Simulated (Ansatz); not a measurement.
An input for Ansatz 0.2.0 (Rb2CdSe2O6 (C2/m)):

```yaml
crystal:
  lattice:
    - [2.9039015, 1.6599686265, 6.5561666667]
    - [-2.9039015, 1.6599686265, 6.5561666667]
    - [0.0, -3.3199372529, 6.5561666667]
  atoms:
    - { symbol: Rb, position: [0.8022665693, 0.8022665693, 0.8022665693] }
    - { symbol: Rb, position: [0.1977334307, 0.1977334307, 0.1977334307] }
    - { symbol: Cd, position: [0.0, 0.0, 0.0] }
    - { symbol: Se, position: [0.6258540386, 0.6258540386, 0.6258540386] }
    - { symbol: Se, position: [0.3741459614, 0.3741459614, 0.3741459614] }
    - { symbol: O, position: [0.7448088786, 0.27651698, 0.7448088786] }
    - { symbol: O, position: [0.7448088786, 0.7448088786, 0.27651698] }
    - { symbol: O, position: [0.27651698, 0.7448088786, 0.7448088786] }
    - { symbol: O, position: [0.2551911214, 0.72348302, 0.2551911214] }
    - { symbol: O, position: [0.72348302, 0.2551911214, 0.2551911214] }
    - { symbol: O, position: [0.2551911214, 0.2551911214, 0.72348302] }
kpoints:
  mp_grid: { grid: [4, 4, 4] }
hamiltonian:
  xc: pbe
  pseudopotentials: { kind: paw, azcp: { folder: soft_1 } }
scf:
  occupations: { method: fermi_dirac, width: 0.02 }
relax:
  f_tol: 0.01
```

```sh
ansatz run input.yaml --threads 2 --pin off --max-ram 92160MiB --backend cuda --events-out ev --progress --plain --runs-dir out --devices 1 --max-vram 13GiB
```

Q: Estimate wall time and host memory on 1 × NVIDIA H100 80GB HBM3 (shared by 6 runs) with 2 threads of AMD EPYC 7R13 (Zen 3), shared host.

It took 21 s; on shared hardware allow 10 s to 42 s. Peak host memory was 0.99 GiB. The sizes that set the cost: 3733 plane waves a state, 24 irreducible k points and 32 SCF cycles.

[Paths, hosts, dates, memory and timing lines, banners, echoed tables and standing remarks are left out of the program output.]

[Logs are printed without paths, hosts, clocks, repeated set-up lines and the standing remarks that a program may print on its own settings, such as how far it seeks lower states.]

[Runs of the session that timed out or met a known fault of the program may be left out.]

[Cells called generated may have been cut or substituted from an entry of the Crystallography Open Database or the Materials Project.]

[Hosts, paths, dates, database ids (printed as entryN), source tags and the programs' standing remarks are cut or masked in the printed files.]
